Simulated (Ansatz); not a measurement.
**Starting-point dependence of the GW gap of Rb2CdSe2O6 (R-3m)**

One-shot GW is not self-consistent; how far does the start matter for Rb2CdSe2O6 (R-3m)?

Program: Ansatz 0.2.0. Level of theory: G0W0 on several functionals, plane waves, PAW. Results are calculated unless marked as measured.

Most raw output is cut from this account.

In doubt: masses and optical values from hybrid runs of this build are listed as unsure (steps 6, 7, 8), which bears on the screening that GW takes from such a start.

## (1) Set-up

It takes space group R-3m (No. 166, trigonal). Conventional cell: a = 5.750 Å, b = 5.750 Å, c = 19.669 Å, α = 90.00°, β = 90.00°, γ = 120.00°. Nearest to Rb lie 9 O at 2.94 to 3.09 Å. Nearest to Cd lie 6 O at 2.34 Å. Nearest to Se lie 3 O at 1.72 Å. Nearest to O lie 1 Se at 1.72 Å and 1 Cd at 2.34 Å and 3 Rb at 2.94 to 3.09 Å. Farther neighbours and most contacts between anions are not listed.

Geometry: measured cell, ions relaxed with PBE. The runs that relaxed it are not among those shown.

## (2) G0W0 on LDA

Now the one-shot GW correction: screening in the RPA, then the self-energy of the levels asked for. This step takes PAW set soft_1 files.

This step: G0W0 on LDA, plane waves, PAW; PAW set soft_1.

Input file input.yaml:

```yaml
crystal:
  lattice:
    - [2.87515, 1.6599686265, 6.5561666667]
    - [-2.87515, 1.6599686265, 6.5561666667]
    - [0.0, -3.3199372529, 6.5561666667]
  atoms:
    - { symbol: Rb, position: [0.8022665693, 0.8022665693, 0.8022665693] }
    - { symbol: Rb, position: [0.1977334307, 0.1977334307, 0.1977334307] }
    - { symbol: Cd, position: [0.0, 0.0, 0.0] }
    - { symbol: Se, position: [0.6258540386, 0.6258540386, 0.6258540386] }
    - { symbol: Se, position: [0.3741459614, 0.3741459614, 0.3741459614] }
    - { symbol: O, position: [0.7448088786, 0.27651698, 0.7448088786] }
    - { symbol: O, position: [0.7448088786, 0.7448088786, 0.27651698] }
    - { symbol: O, position: [0.27651698, 0.7448088786, 0.7448088786] }
    - { symbol: O, position: [0.2551911214, 0.72348302, 0.2551911214] }
    - { symbol: O, position: [0.72348302, 0.2551911214, 0.2551911214] }
    - { symbol: O, position: [0.2551911214, 0.2551911214, 0.72348302] }
kpoints:
  mp_grid: { grid: [2, 2, 2] }
hamiltonian:
  xc: lda
  pseudopotentials: { kind: paw, azcp: { folder: soft_1 }, xc_functional: pbe }
scf:
  occupations: { method: fixed }
gw:
  n_empty_bands: 426
  ecut_chi: 100
  qp_bands: [v3, c3]
  qp_kpoints: band_edges
  screening: { model: contour_deformation }
```

Started as:

```sh
ansatz run input.yaml --threads 2 --pin off --max-ram 92160MiB --backend cuda --events-out ev --progress --plain --runs-dir out --devices 1 --max-vram 13GiB
```

Wall time 12 s (1 × NVIDIA H100 80GB HBM3 (shared by 6 runs) with 2 threads of AMD EPYC 7R13 (Zen 3), shared host); peak memory 1.4 GiB.

Numbers from this step:

```
bands summed                                 : 479
RPA ε∞ on this mesh (eigenvalues)            : 2.781, 3.701, 3.701
plane waves in the screening matrix          : 419
q-points in the mesh                         : 8
G0W0 gap on the mesh                         : 5.717 eV
k of the valence top                         : 0, 0, -0.5
k of the conduction bottom                   : 0, 0, 0
starting gap on the mesh                     : 3.684 eV
Z at the valence top                         : 0.7613
Z at the conduction bottom                   : 0.8245
least direct G0W0 gap on the computed points : 5.830 eV
```

The gap on the mesh goes from 3.68 eV to 5.72 eV, a correction of +2.03 eV. Between the two edge states, bare exchange in place of the xc potential would open the gap by 9.84 eV, and correlation takes back 7.80 eV.

## (3) G0W0 on PBEsol

One-shot GW remembers its start. Another functional's orbitals and levels show by how much.

This step: G0W0 on PBEsol, plane waves, PAW; PAW set soft_1.

input.yaml: that of step 2 with these lines changed.

```diff
@@ -20,3 +20,3 @@
 hamiltonian:
-  xc: lda
+  xc: pbesol
   pseudopotentials: { kind: paw, azcp: { folder: soft_1 }, xc_functional: pbe }
```

It took 16 s on 1 × NVIDIA H100 80GB HBM3 (shared by 6 runs) with 2 threads; peak memory 1.4 GiB.

Numbers from this step:

* bands summed: 479
* RPA ε∞ on this mesh (eigenvalues): 2.731, 3.631, 3.631
* plane waves in the screening matrix: 419
* q-points in the mesh: 8
* G0W0 gap on the mesh: 5.765 eV
* k of the valence top: 0, 0, -0.5
* k of the conduction bottom: 0, 0, 0
* starting gap on the mesh: 3.774 eV
* Z at the valence top: 0.7634
* Z at the conduction bottom: 0.8263
* least direct G0W0 gap on the computed points: 5.874 eV

Against the run with 2×2×2 mesh, 426 empty bands, screening to 100 eV, PAW set soft_1 files on LDA, the gap moves by +0.05 eV, while the start moved by +0.09 eV.

## (4) G0W0 on PBE

This step: G0W0 on PBE, plane waves, PAW; PAW set soft_1.

input.yaml: that of step 3 with these lines changed.

```diff
@@ -20,4 +20,4 @@
 hamiltonian:
-  xc: pbesol
-  pseudopotentials: { kind: paw, azcp: { folder: soft_1 }, xc_functional: pbe }
+  xc: pbe
+  pseudopotentials: { kind: paw, azcp: { folder: soft_1 } }
 scf:
```

Wall time 6.4 s (1 × NVIDIA H100 80GB HBM3 (shared by 6 runs) with 2 threads); peak memory 1.4 GiB.

This step gave:

* bands summed: 479
* RPA ε∞ on this mesh (eigenvalues): 2.679, 3.537, 3.537
* plane waves in the screening matrix: 419
* G0W0 gap on the mesh: 5.763 eV
* k of the valence top: 0, 0, -0.5
* k of the conduction bottom: 0, 0, 0
* starting gap on the mesh: 3.891 eV
* least direct G0W0 gap on the computed points: 5.845 eV

Against the run with 2×2×2 mesh, 426 empty bands, screening to 100 eV, PAW set soft_1 files on PBEsol, the gap moves by −0.001 eV, while the start moved by +0.12 eV.

## (5) G0W0 on r2SCAN

This step: G0W0 on r2SCAN, plane waves, PAW; PAW set soft_1.

input.yaml: that of step 4 with these lines changed.

```diff
@@ -20,3 +20,3 @@
 hamiltonian:
-  xc: pbe
+  xc: r2scan
   pseudopotentials: { kind: paw, azcp: { folder: soft_1 } }
```

It took 15 s on 1 × NVIDIA H100 80GB HBM3 (shared by 6 runs) with 2 threads; peak memory 1.9 GiB; 13 s of CPU time.

Numbers from this step:

* bands summed: 479
* RPA ε∞ on this mesh (eigenvalues): 2.524, 3.220, 3.220
* plane waves in the screening matrix: 419
* G0W0 gap on the mesh: 6.128 eV
* k of the valence top: 0, 0, -0.5
* k of the conduction bottom: 0, 0, 0
* starting gap on the mesh: 4.483 eV
* least direct G0W0 gap on the computed points: 6.238 eV

Against the run with 2×2×2 mesh, 426 empty bands, screening to 100 eV, PAW set soft_1 files on PBE, the gap moves by +0.36 eV, while the start moved by +0.59 eV.

## (6) G0W0 on HSE06

This step: G0W0 on HSE06, plane waves, PAW; PAW set soft_1.

input.yaml: that of step 5 with these lines changed.

```diff
@@ -20,3 +20,3 @@
 hamiltonian:
-  xc: r2scan
+  xc: hse06
   pseudopotentials: { kind: paw, azcp: { folder: soft_1 } }
```

The job ended after 61 s (1 × NVIDIA H100 80GB HBM3 (shared by 6 runs) with 2 threads; peak memory 1.7 GiB; 50 s of CPU time).

Numbers from this step:

```
bands summed                                 : 479
RPA ε∞ on this mesh (eigenvalues)            : 2.377, 2.904, 2.904
plane waves in the screening matrix          : 419
G0W0 gap on the mesh                         : 6.613 eV
k of the valence top                         : 0, 0, -0.5
k of the conduction bottom                   : 0, 0, 0
starting gap on the mesh                     : 5.482 eV
least direct G0W0 gap on the computed points : 6.750 eV
```

Against the run with 2×2×2 mesh, 426 empty bands, screening to 100 eV, PAW set soft_1 files on r2SCAN, the gap moves by +0.49 eV, while the start moved by +1.00 eV.

## (7) G0W0 on PBE0

This step: G0W0 on PBE0, plane waves, PAW; PAW set soft_1.

input.yaml: that of step 6 with these lines changed.

```diff
@@ -20,3 +20,3 @@
 hamiltonian:
-  xc: hse06
+  xc: pbe0
   pseudopotentials: { kind: paw, azcp: { folder: soft_1 } }
```

It took 50 s on 1 × NVIDIA H100 80GB HBM3 (shared by 6 runs) with 2 threads; peak memory 1.7 GiB.

Numbers from this step:

```yaml
bands_summed: 479
rpa_eps_infinity_on_this_mesh_eigenvalues: 2.308, 2.781, 2.781
plane_waves_in_the_screening_matrix: 419
g0w0_gap_on_the_mesh: 6.833 eV
k_of_the_valence_top: 0, 0, -0.5
k_of_the_conduction_bottom: 0, 0, 0
starting_gap_on_the_mesh: 6.241 eV
least_direct_g0w0_gap_on_the_computed_points: 6.983 eV
```

Against the run with 2×2×2 mesh, 426 empty bands, screening to 100 eV, PAW set soft_1 files on HSE06, the gap moves by +0.22 eV, while the start moved by +0.76 eV.

## (8) G0W0 on Hartree-Fock

This step: G0W0 on Hartree-Fock, plane waves, PAW; PAW set soft_1.

input.yaml: that of step 7 with these lines changed.

```diff
@@ -20,3 +20,3 @@
 hamiltonian:
-  xc: pbe0
+  xc: hf
   pseudopotentials: { kind: paw, azcp: { folder: soft_1 } }
```

The job ended after 56 s (1 × NVIDIA H100 80GB HBM3 (shared by 6 runs) with 2 threads; peak memory 1.7 GiB; 57 s of CPU time).

Numbers from this step:

```
bands summed                                 : 479
RPA ε∞ on this mesh (eigenvalues)            : 1.780, 1.931, 1.931
plane waves in the screening matrix          : 419
G0W0 gap on the mesh                         : 9.064 eV
k of the valence top                         : 0, -0.5, -0.5
k of the conduction bottom                   : 0, 0, 0
starting gap on the mesh                     : 13.65 eV
least direct G0W0 gap on the computed points : 9.221 eV
```

Against the run with 2×2×2 mesh, 426 empty bands, screening to 100 eV, PAW set soft_1 files on PBE0, the gap moves by +2.23 eV, while the start moved by +7.41 eV.

## (9) Side by side

All on the 2×2×2 mesh with 426 empty bands and screening to 100 eV. Times are wall times on 1 × NVIDIA H100 80GB HBM3 (shared by 6 runs) with 2 threads of AMD EPYC 7R13 (Zen 3), shared host, good to a factor of about two.

```
       start  starting gap (eV)  shift (eV)  G0W0 gap (eV)  RPA ε∞ (harmonic mean)  Z (valence, conduction)   time
         LDA               3.68       +2.03           5.72                    3.33               0.76, 0.82   12 s
      PBEsol               3.77       +1.99           5.76                    3.27               0.76, 0.83   16 s
         PBE               3.89       +1.87           5.76                    3.20               0.76, 0.83  6.4 s
      r2SCAN               4.48       +1.64           6.13                    2.95               0.78, 0.84   15 s
       HSE06               5.48       +1.13           6.61                    2.70               0.80, 0.86   61 s
        PBE0               6.24       +0.59           6.83                    2.60               0.82, 0.86   50 s
Hartree-Fock              13.65       −4.59           9.06                    1.88               0.90, 0.92   56 s
```

The parts of the quasiparticle energy at the two band edges (eV; QP = start + Σx + Σc − Vxc):

```
   run               edge  start      Σx     Σc     Vxc     Z     QP
   LDA        valence top   5.20  -24.23   3.64  -19.91  0.76   4.53
   LDA  conduction bottom   8.89  -10.00  -4.16  -15.52  0.82  10.25
PBEsol        valence top   5.48  -24.21   3.68  -19.66  0.76   4.60
PBEsol  conduction bottom   9.25   -9.90  -4.10  -15.12  0.83  10.37
   PBE        valence top   5.60  -24.31   3.68  -19.76  0.76   4.73
   PBE  conduction bottom   9.49   -9.86  -4.07  -14.93  0.83  10.49
r2SCAN        valence top   5.23  -24.29   3.49  -20.13  0.78   4.56
r2SCAN  conduction bottom   9.72   -9.57  -4.00  -14.54  0.84  10.69
```

## (10) What came out

* G0W0@LDA: 5.72 eV (start 3.68 eV)
* G0W0@PBEsol: 5.76 eV (start 3.77 eV)
* G0W0@PBE: 5.76 eV (start 3.89 eV)
* G0W0@r2SCAN: 6.13 eV (start 4.48 eV)
* G0W0@HSE06: 6.61 eV (start 5.48 eV)
* G0W0@PBE0: 6.83 eV (start 6.24 eV)
* G0W0@Hartree-Fock: 9.06 eV (start 13.65 eV)
* known limits: not at the basis limit; d shell near the gap, gap tends to lie low; no spin-orbit coupling; coarse k mesh

**Reading.** The starting gaps span 9.97 eV and the G0W0 gaps 3.35 eV. Between LDA and Hartree-Fock, 3.35 eV of the 9.97 eV survives, 34 %. Hartree-Fock screens less than LDA (ε∞ 1.88 against 3.33). Of the 3.35 eV by which its G0W0 gap is higher, the correlation part gives +2.97 eV, and exchange with the one-particle terms, which follow the orbitals, +0.38 eV. On Hartree-Fock the correction is negative: that start lies above its own G0W0 value. The smallest correction, +0.59 eV, is on PBE0, the start nearest to reproducing itself. Bands and cutoff are finite, so the gap is not at the basis limit. The miss can reach some tenths of an eV and take either sign; the mesh is an error of its own. The 2×2×2 mesh is coarse for this cell (its supercell is 15 Å along the shortest edge). The RPA ε∞ on it, from the LDA start, is 2.78 and 3.70; such meshes misread the long-range screening, most where the gap is narrow. The program warns that the mesh is coarse for exact exchange, which bears on the hybrid start's gap. A d shell, filled or nearly so, lies near the gap. One-shot GW converges very slowly in bands there, not always from below, and on a semilocal start the gap tends to come out low; starts rich in exact exchange can overshoot instead. The many-body steps are scalar-relativistic: spin-orbit coupling is not in them.

[Paths, hosts, dates, memory and timing lines, banners, echoed tables and standing remarks are left out of the program output.]

[Logs are printed without paths, hosts, clocks, repeated set-up lines and the standing remarks that a program may print on its own settings, such as how far it seeks lower states.]

[Runs of the session that timed out or met a known fault of the program may be left out.]

[Cells called generated may have been cut or substituted from an entry of the Crystallography Open Database or the Materials Project.]

[Hosts, paths, dates, database ids (printed as entryN), source tags and the programs' standing remarks are cut or masked in the printed files.]
